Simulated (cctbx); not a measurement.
**Reading a Patterson map**

Space group Pmm2 (no. 25), a = 4.0370 Å, b = 5.0520 Å, c = 8.8280 Å, α = 90.00°, β = 90.00°, γ = 90.00°, content Tm1 Ho1 Cu5 Ni3 Fe2.

The data are simulated with cctbx, not measured: synchrotron X-rays, λ = 0.6889 Å, to d = 0.75 Å, 95 % of the full sphere, strongest reflection 40000 counts, noise from counting, a 2 % proportional error and a noise floor of 15 counts (s.d.); no absorption, some extinction.

Patterson synthesis from sharpened amplitudes, origin scaled to 1000:

```text
Patterson group P m m m
      u       v       w   height  length (A)
  0.000   0.000   0.000   1000.0     0.00
  0.000   0.500   0.500    969.0     5.09
  0.000   0.000   0.333    452.7     2.94
  0.000   0.500   0.167    444.1     2.92
  0.500   0.251   0.250    430.1     3.25
  0.500   0.500   0.000    395.3     3.23
  0.500   0.000   0.500    389.5     4.85
  0.000   0.000   0.500    128.9     4.41
  0.000   0.500   0.000    128.1     2.53
  0.000   0.251   0.249    119.0     2.54
  0.500   0.239   0.416    115.8     4.36
  0.500   0.259   0.087    114.8     2.52
  0.500   0.500   0.326    102.8     4.33
  0.500   0.000   0.174     99.5     2.54
```

**Question.** Which atom pairs make the peaks, and where is the heaviest atom?

A peak at u stands for all pairs with xi − xj = u, with weight Σ ZiZj against Σ Z² = 17159 at the origin. Peak heights follow these weights only roughly, since form factors, motion and series ripples differ, all vectors within 0.55 Å of a peak are counted as merged into it though the farther ones add only part of their weight, and F(000) is left out, which lowers the whole map:

| u | v | w | shortest length (Å) | height | 1000 ΣZiZj/ΣZ² | pairs in the cell |
| --- | --- | --- | --- | --- | --- | --- |
| 0.000 | 0.500 | 0.500 | 5.09 | 969 | 1000 | 2 × Tm–Ho, 4 × Cu–Cu, 2 × Cu–Ni, 2 × Ni–Ni, 2 × Fe–Fe |
| 0.000 | 0.000 | 0.333 | 2.94 | 453 | 518 | 1 × Ho–Cu, 1 × Tm–Ni, 1 × Tm–Fe, 1 × Ho–Fe, 1 × Cu–Fe, 1 × Ni–Fe |
| 0.000 | 0.500 | 0.167 | 2.92 | 444 | 518 | 1 × Tm–Cu, 1 × Ho–Ni, 1 × Tm–Fe, 1 × Ho–Fe, 1 × Cu–Fe, 1 × Ni–Fe |
| 0.500 | 0.251 | 0.250 | 3.25 | 430 | 460 | 2 × Tm–Cu, 2 × Ho–Cu |
| 0.500 | 0.500 | 0.000 | 3.23 | 395 | 444 | 2 × Tm–Ni, 2 × Ho–Ni |
| 0.500 | 0.000 | 0.500 | 4.85 | 390 | 444 | 2 × Tm–Ni, 2 × Ho–Ni |
| 0.000 | 0.000 | 0.500 | 4.41 | 129 | 196 | 4 × Cu–Cu |
| 0.000 | 0.500 | 0.000 | 2.53 | 128 | 196 | 4 × Cu–Cu |
| 0.000 | 0.251 | 0.249 | 2.54 | 119 | 189 | 4 × Cu–Ni |
| 0.500 | 0.239 | 0.416 | 4.36 | 116 | 184 | 2 × Cu–Fe, 1 × Cu–Cu, 1 × Cu–Ni |

The table stops at ten peaks or at a height of 45, below which ripples compete. In the model behind the data Tm, the heaviest element, has 1 independent site: (0, 0, 0.5031), up to an allowed shift of origin. No listed peak is a Tm–Tm vector, so the position follows from the cell content and the cross vectors. Elements of similar Z can't be told apart from the map alone. The whole model:

| atom | mult. | x | y | z | Ueq (Å²) |
| --- | --- | --- | --- | --- | --- |
| Tm1 | 1 | 0 | 0 | 0.5031 | 0.0046 |
| Ho1 | 1 | 0 | 1/2 | 0.9978 | 0.0048 |
| Cu1 | 2 | 1/2 | 0.7547 | 0.7499 | 0.0049 |
| Cu2 | 2 | 1/2 | 0.2582 | 0.2477 | 0.0081 |
| Cu3 | 1 | 0 | 1/2 | 0.6602 | 0.0057 |
| Ni1 | 1 | 1/2 | 0 | 0.9925 | 0.0074 |
| Ni2 | 1 | 1/2 | 1/2 | 0.5014 | 0.0078 |
| Ni3 | 1 | 0 | 0 | 0.1735 | 0.0083 |
| Fe1 | 1 | 0 | 0 | 0.8305 | 0.0082 |
| Fe2 | 1 | 0 | 1/2 | 0.3332 | 0.0062 |

This is a model crystal, built by substitution and not relaxed, with assumed displacement parameters.

[Logs are printed without paths, hosts, clocks, repeated set-up lines and the standing remarks that a program may print on its own settings, such as how far it seeks lower states.]
